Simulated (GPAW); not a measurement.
# A Zr chain with one bond drawn out: a series of junctions, part 2 of 2

How does transport respond as one structural variable is stepped? The junctions: a Zr chain with one bond drawn out.

GPAW 26.7.0; GPAW LCAO, PAW setups; Landauer transmission from Green's functions with principal layers (ASE), zero bias.

So far, conductance (G₀): step 2 (member of the series, stretch 0.2 Å) 4.29; step 3 (stretch 0.5 Å) 3.28; step 4 (stretch 0.8 Å) 2.33; step 5 (stretch 1.2 Å) 1.53; step 6 (stretch 1.6 Å) 1.12.

## Step 7: Junction: stretch = 2.0

The cell differs from the one that the last finished run ended in (c 32.800 → 33.200 Å).

run.py reads:

```python
import json
import numpy as np
from ase import Atoms
from ase.transport.calculators import TransportCalculator
from gpaw import GPAW, FermiDirac
from gpaw.lcao.tools import get_lcao_hamiltonian
from scipy.linalg import eigh

# The junction with lead layers at both ends, along the third cell vector
device = Atoms(
    ['Zr', 'Zr', 'Zr', 'Zr', 'Zr', 'Zr', 'Zr', 'Zr', 'Zr', 'Zr', 'Zr', 'Zr'],
    positions=[
        [4.50000, 4.50000, 1.30000],
        [4.50000, 4.50000, 3.90000],
        [4.50000, 4.50000, 6.50000],
        [4.50000, 4.50000, 9.10000],
        [4.50000, 4.50000, 11.70000],
        [4.50000, 4.50000, 14.30000],
        [4.50000, 4.50000, 18.90000],
        [4.50000, 4.50000, 21.50000],
        [4.50000, 4.50000, 24.10000],
        [4.50000, 4.50000, 26.70000],
        [4.50000, 4.50000, 29.30000],
        [4.50000, 4.50000, 31.90000]],
    cell=[[9.0, 0.0, 0.0], [0.0, 9.0, 0.0], [0.0, 0.0, 33.2]],
    pbc=True)

# One principal layer of the lead: the first 4 atoms of the device
lead = Atoms(
    ['Zr', 'Zr', 'Zr', 'Zr'],
    positions=[
        [4.50000, 4.50000, 1.30000],
        [4.50000, 4.50000, 3.90000],
        [4.50000, 4.50000, 6.50000],
        [4.50000, 4.50000, 9.10000]],
    cell=[[9.0, 0.0, 0.0], [0.0, 9.0, 0.0], [0.0, 0.0, 10.4]],
    pbc=True)

settings = dict(mode='lcao', basis='dzp', xc='PBE', h=0.2,
                occupations=FermiDirac(0.1), maxiter=250,
                mixer=dict(beta=0.1, nmaxold=8, weight=100.0),
                convergence=dict(density=0.0001))
energies = np.arange(-2, 2 + 1e-9, 0.05)
eta = 0.0001
n1, n2 = 1, 1
# k and -k transmit alike, so half of the mesh across the current serves
mesh = [(i, j) for i in range(n1) for j in range(n2) if (i, j) <= (-i % n1, -j % n2)]
weights = np.array([1 if (i, j) == (-i % n1, -j % n2) else 2 for i, j in mesh]) / (n1 * n2)

# [... helper functions left out ...]
fermi_lead = ground_state(lead, (1, 1, 11), 'lead.txt')
fermi_device = ground_state(device, (1, 1, 3), 'device.txt')
# [... loop over the mesh left out, but for ...]
        # Shift the lead onto the potential of the device's first layer
        shift = ((H[:, 0, 0] - H0[:, 0, 0]) / S0[0, 0]).real.mean()
# [...]
kT = 8.617333e-5 * 300
bias = [0.1, 0.2, 0.5, 1.0, 1.5, 2.0]
# [... integrals and printing left out ...]
```

The run is started by

```
OMP_NUM_THREADS=1 OPENBLAS_NUM_THREADS=1 python run.py
```

Output:

```text
basis functions: device 348, principal layer 116
Fermi level: lead -1.7892 eV, device -1.8458 eV; lead shifted by -0.0036 eV
largest coupling past the next layer 1.05e-05 eV, largest misfit of the first layer 0.055 eV
  E-E_F (eV)   T (one spin)  [channel counts left out]
    -2.000    1.3458e-01
    -1.950    1.5452e-01
    -1.900    1.7676e-01
[...]
1.950    9.8935e-01
     2.000    9.8580e-01
conductance at 300 K: 0.86456 G0 a cell; thermopower -3.814 uV/K
current from the zero-bias T(E) at 0.1 V: 6.7059 uA
current from the zero-bias T(E) at 0.2 V: 13.451 uA
current from the zero-bias T(E) at 0.5 V: 33.887 uA
current from the zero-bias T(E) at 1.0 V: 68.084 uA
current from the zero-bias T(E) at 1.5 V: 102.5 uA
current from the zero-bias T(E) at 2.0 V: 136.41 uA
```

Wall time 2.2 min (1 thread of Arm Neoverse V1, shared host); peak memory 1.3 GiB.

One spin. The transmission, zone mean by energy, zero at the Fermi level:

```csv
energy (eV),"transmission, zone mean"
-2.00,0.135
-1.90,0.177
-1.80,0.229
-1.70,0.290
-1.55,0.393
-1.45,0.460
-1.35,0.522
-1.25,0.578
-1.15,0.628
-1.05,0.670
-0.90,0.723
-0.80,0.749
-0.70,0.763
-0.60,0.766
-0.50,0.765
-0.40,0.766
-0.25,0.785
-0.15,0.810
-0.05,0.844
0.00,0.862
0.05,0.884
0.15,0.949
0.25,0.980
0.40,0.998
0.50,1.00
0.60,1.01
0.70,1.02
0.80,1.02
0.90,1.02
1.05,1.01
1.15,0.995
1.25,0.997
1.35,0.999
1.45,1.000
1.55,1.00
1.70,0.999
1.80,0.996
1.90,0.992
2.00,0.986
```

The conductance, 0.865 G₀, lies 23 % below that of the member before.

## Step 8: Junction: stretch = 2.6

The cell differs from the one that the last finished run ended in (c 33.200 → 33.800 Å).

run.py, as its differences from that of step 7:

```diff
@@ -18,9 +18,9 @@
         [4.50000, 4.50000, 14.30000],
-        [4.50000, 4.50000, 18.90000],
-        [4.50000, 4.50000, 21.50000],
-        [4.50000, 4.50000, 24.10000],
-        [4.50000, 4.50000, 26.70000],
-        [4.50000, 4.50000, 29.30000],
-        [4.50000, 4.50000, 31.90000]],
-    cell=[[9.0, 0.0, 0.0], [0.0, 9.0, 0.0], [0.0, 0.0, 33.2]],
+        [4.50000, 4.50000, 19.50000],
+        [4.50000, 4.50000, 22.10000],
+        [4.50000, 4.50000, 24.70000],
+        [4.50000, 4.50000, 27.30000],
+        [4.50000, 4.50000, 29.90000],
+        [4.50000, 4.50000, 32.50000]],
+    cell=[[9.0, 0.0, 0.0], [0.0, 9.0, 0.0], [0.0, 0.0, 33.8]],
     pbc=True)
```

Output:

```text
basis functions: device 348, principal layer 116
Fermi level: lead -1.7892 eV, device -1.8607 eV; lead shifted by -0.0056 eV
largest coupling past the next layer 1.05e-05 eV, largest misfit of the first layer 0.058 eV
  E-E_F (eV)   T (one spin)  [channel counts left out]
    -2.000    3.6338e-02
    -1.950    4.2460e-02
    -1.900    4.9513e-02
[...]
1.950    8.7301e-01
     2.000    8.6705e-01
conductance at 300 K: 0.51965 G0 a cell; thermopower -5.846 uV/K
current from the zero-bias T(E) at 0.1 V: 4.0283 uA
current from the zero-bias T(E) at 0.2 V: 8.0687 uA
current from the zero-bias T(E) at 0.5 V: 20.35 uA
current from the zero-bias T(E) at 1.0 V: 41.774 uA
current from the zero-bias T(E) at 1.5 V: 64.646 uA
current from the zero-bias T(E) at 2.0 V: 87.996 uA
```

Wall time 2.5 min (1 thread); peak memory 1.3 GiB.

One spin. Table of transmission, zone mean by energy, zero at the Fermi level:

```csv
energy (eV),"transmission, zone mean"
-2.00,0.0363
-1.90,0.0495
-1.80,0.0670
-1.70,0.0899
-1.55,0.135
-1.45,0.170
-1.35,0.207
-1.25,0.246
-1.15,0.285
-1.05,0.331
-0.90,0.371
-0.80,0.394
-0.70,0.408
-0.60,0.413
-0.50,0.414
-0.40,0.418
-0.25,0.438
-0.15,0.464
-0.05,0.499
0.00,0.519
0.05,0.540
0.15,0.587
0.25,0.632
0.40,0.694
0.50,0.731
0.60,0.764
0.70,0.793
0.80,0.817
0.90,0.837
1.05,0.856
1.15,0.865
1.25,0.875
1.35,0.882
1.45,0.888
1.55,0.891
1.70,0.890
1.80,0.885
1.90,0.878
2.00,0.867
```

The conductance, 0.520 G₀, lies 40 % below that of the member before.

## Step 9: Junction, box 9 × 9 × 34.4 Å: stretch = 3.2

The cell differs from the one that the last finished run ended in (c 33.800 → 34.400 Å).

run.py, as its differences from that of step 8:

```diff
@@ -18,9 +18,9 @@
         [4.50000, 4.50000, 14.30000],
-        [4.50000, 4.50000, 19.50000],
-        [4.50000, 4.50000, 22.10000],
-        [4.50000, 4.50000, 24.70000],
-        [4.50000, 4.50000, 27.30000],
-        [4.50000, 4.50000, 29.90000],
-        [4.50000, 4.50000, 32.50000]],
-    cell=[[9.0, 0.0, 0.0], [0.0, 9.0, 0.0], [0.0, 0.0, 33.8]],
+        [4.50000, 4.50000, 20.10000],
+        [4.50000, 4.50000, 22.70000],
+        [4.50000, 4.50000, 25.30000],
+        [4.50000, 4.50000, 27.90000],
+        [4.50000, 4.50000, 30.50000],
+        [4.50000, 4.50000, 33.10000]],
+    cell=[[9.0, 0.0, 0.0], [0.0, 9.0, 0.0], [0.0, 0.0, 34.4]],
     pbc=True)
```

Output:

```text
basis functions: device 348, principal layer 116
Fermi level: lead -1.7892 eV, device -1.8725 eV; lead shifted by -0.0063 eV
largest coupling past the next layer 1.05e-05 eV, largest misfit of the first layer 0.060 eV
  E-E_F (eV)   T (one spin)  [channel counts left out]
    -2.000    9.9817e-03
    -1.950    1.1817e-02
    -1.900    1.3968e-02
[...]
1.950    6.8847e-01
     2.000    6.8493e-01
conductance at 300 K: 0.25088 G0 a cell; thermopower -8.393 uV/K
current from the zero-bias T(E) at 0.1 V: 1.9455 uA
current from the zero-bias T(E) at 0.2 V: 3.9009 uA
current from the zero-bias T(E) at 0.5 V: 9.9213 uA
current from the zero-bias T(E) at 1.0 V: 20.951 uA
current from the zero-bias T(E) at 1.5 V: 33.629 uA
current from the zero-bias T(E) at 2.0 V: 47.508 uA
```

Wall time 2.8 min (1 thread); peak memory 1.3 GiB.

One spin. The transmission, zone mean by energy, zero at the Fermi level:

```csv
energy (eV),"transmission, zone mean"
-2.00,0.00998
-1.90,0.0140
-1.80,0.0195
-1.70,0.0269
-1.55,0.0427
-1.45,0.0559
-1.35,0.0711
-1.25,0.0879
-1.15,0.106
-1.05,0.125
-0.90,0.149
-0.80,0.162
-0.70,0.170
-0.60,0.175
-0.50,0.177
-0.40,0.182
-0.25,0.196
-0.15,0.213
-0.05,0.236
0.00,0.250
0.05,0.265
0.15,0.299
0.25,0.336
0.40,0.394
0.50,0.434
0.60,0.473
0.70,0.510
0.80,0.544
0.90,0.574
1.05,0.613
1.15,0.634
1.25,0.652
1.35,0.668
1.45,0.680
1.55,0.689
1.70,0.695
1.80,0.695
1.90,0.691
2.00,0.685
```

The conductance, 0.251 G₀, lies 52 % below that of the member before.

## Step 10: Side by side

Times are for 1 thread of Arm Neoverse V1, shared host. The series side by side:

| no. | stretch (Å) | conductance (G₀) | time | memory (GiB) |
| --- | --- | --- | --- | --- |
| 1 | 0.2 | 4.286 | 3.2 min | 1.2 |
| 2 | 0.5 | 3.276 | 3.5 min | 1.2 |
| 3 | 0.8 | 2.333 | 3.1 min | 1.2 |
| 4 | 1.2 | 1.527 | 2.3 min | 1.2 |
| 5 | 1.6 | 1.125 | 2.1 min | 1.2 |
| 6 | 2 | 0.8646 | 2.2 min | 1.3 |
| 7 | 2.6 | 0.5196 | 2.5 min | 1.3 |
| 8 | 3.2 | 0.2509 | 2.8 min | 1.3 |

The runs together. The transmission, zone mean by energy, zero at the Fermi level:

```csv
energy (eV),0.2,0.5,1.2,1.6,2.6,3.2
-2.0000,0.997,0.998,0.675,0.323,0.0363,0.00998
-1.7500,0.995,0.997,0.852,0.529,0.0778,0.0229
-1.5000,1.84,1.10,0.942,0.717,0.152,0.0490
-1.2500,2.54,1.58,1.02,0.838,0.246,0.0879
-1.0000,3.09,1.94,1.12,0.938,0.344,0.133
-0.7500,3.66,2.57,1.23,0.987,0.402,0.167
-0.5000,3.76,2.85,1.34,1.02,0.414,0.177
-0.2500,3.80,2.99,1.42,1.05,0.438,0.196
0.0000,3.81,3.05,1.49,1.11,0.519,0.250
0.2000,5.72,4.69,2.02,1.31,0.610,0.317
0.2500,5.74,4.71,2.01,1.31,0.632,0.336
0.3000,5.75,4.70,1.97,1.30,0.654,0.355
0.5000,5.71,4.41,1.64,1.21,0.731,0.434
0.7500,5.59,3.81,1.45,1.16,0.806,0.527
1.0000,5.37,3.37,1.35,1.12,0.851,0.601
1.2500,3.33,1.91,1.09,1.03,0.875,0.652
1.5000,3.15,1.79,1.08,1.03,0.889,0.685
1.7500,2.58,1.57,1.06,1.03,0.888,0.695
2.0000,1.82,1.38,1.05,1.02,0.867,0.685
```

The runs together. Current through one cell, from the zero-bias transmission against bias:

```csv
bias (V),0.2 (mA),0.5 (mA),1.2 (mA),1.6 (mA),2.6 (mA),3.2 (mA)
0.100,0.0338,0.0258,0.0119,0.00874,0.00403,0.00195
0.200,0.0693,0.0533,0.0244,0.0176,0.00807,0.00390
0.500,0.180,0.142,0.0639,0.0450,0.0204,0.00992
1.000,0.364,0.288,0.126,0.0893,0.0418,0.0210
1.500,0.545,0.420,0.181,0.132,0.0646,0.0336
2.000,0.719,0.534,0.231,0.172,0.0880,0.0475
```

## Step 11: Other settings

One more run, with changed settings.

run.py, as its differences from that of step 9:

```diff
@@ -18,20 +18,18 @@
         [4.50000, 4.50000, 14.30000],
-        [4.50000, 4.50000, 20.10000],
-        [4.50000, 4.50000, 22.70000],
-        [4.50000, 4.50000, 25.30000],
-        [4.50000, 4.50000, 27.90000],
-        [4.50000, 4.50000, 30.50000],
-        [4.50000, 4.50000, 33.10000]],
-    cell=[[9.0, 0.0, 0.0], [0.0, 9.0, 0.0], [0.0, 0.0, 34.4]],
+        [4.50000, 4.50000, 17.40000],
+        [4.50000, 4.50000, 20.00000],
+        [4.50000, 4.50000, 22.60000],
+        [4.50000, 4.50000, 25.20000],
+        [4.50000, 4.50000, 27.80000],
+        [4.50000, 4.50000, 30.40000]],
+    cell=[[9.0, 0.0, 0.0], [0.0, 9.0, 0.0], [0.0, 0.0, 31.7]],
     pbc=True)
 
-# One principal layer of the lead: the first 4 atoms of the device
+# One principal layer of the lead: the first 2 atoms of the device
 lead = Atoms(
-    ['Zr', 'Zr', 'Zr', 'Zr'],
+    ['Zr', 'Zr'],
     positions=[
         [4.50000, 4.50000, 1.30000],
-        [4.50000, 4.50000, 3.90000],
-        [4.50000, 4.50000, 6.50000],
-        [4.50000, 4.50000, 9.10000]],
-    cell=[[9.0, 0.0, 0.0], [0.0, 9.0, 0.0], [0.0, 0.0, 10.4]],
+        [4.50000, 4.50000, 3.90000]],
+    cell=[[9.0, 0.0, 0.0], [0.0, 9.0, 0.0], [0.0, 0.0, 5.2]],
     pbc=True)
@@ -39,3 +37,3 @@
 settings = dict(mode='lcao', basis='dzp', xc='PBE', h=0.2,
-                occupations=FermiDirac(0.1), maxiter=250,
+                occupations=FermiDirac(0.1), maxiter=75,
                 mixer=dict(beta=0.1, nmaxold=8, weight=100.0),
```

Output:

```text
LinAlgError: The leading minor of order 36 of B is not positive definite. The factorization of B could not be completed and no eigenvalues or eigenvectors were computed.
```

Wall time 3.1 min (1 thread); peak memory 1.2 GiB.

The run ended with an error.

The program's message: “LinAlgError: The leading minor of order 36 of B is not positive definite. The factorization of B could not be completed and no eigenvalues or eigenvectors were computed.”

The change that led to it: n_lead = 2 and period = 5.2.

## Step 12: What came out

```json
{
 "conductance, first and last member": "4.29 and 0.251 G₀",
 "largest and smallest": "4.29 and 0.251 G₀"
}
```

In words: As the extra bond length goes from 0.2 to 3.2 Å, the conductance goes from 4.29 to 0.251 G₀. The conductance falls at every step of the series. The geometry was built from estimated bond lengths and not relaxed, so the numbers describe this model structure. The run had no spin polarisation, so a magnetic state, which chains and small molecules with open shells often have, wasn't tested. An evenly spaced straight chain is an idealisation: free chains tend to dimerise, zigzag or, where a band edge lies near the Fermi level, turn magnetic. The currents use the zero-bias T(E) throughout, which holds only while the bias is small against the distance to the nearest feature. Within about eight thermal energies of the Fermi level ln T(E) bends sharply from one computed energy to the next, or the lead's channel count changes, so the thermal averages, above all the thermopower, rest on an interpolation that may be rough. Atomic orbitals end short of the vacuum, so tunnelling across a wide gap comes out too low. The thermopower isn't quoted: it samples T(E) farther from the Fermi level than the conductance does, and the energy grid wasn't tested for it.

[Logs are printed without paths, hosts, clocks, repeated set-up lines and the standing remarks that a program may print on its own settings, such as how far it seeks lower states.]

[Hosts, paths, dates, database ids (printed as entryN), source tags and the programs' standing remarks are cut or masked in the printed files.]
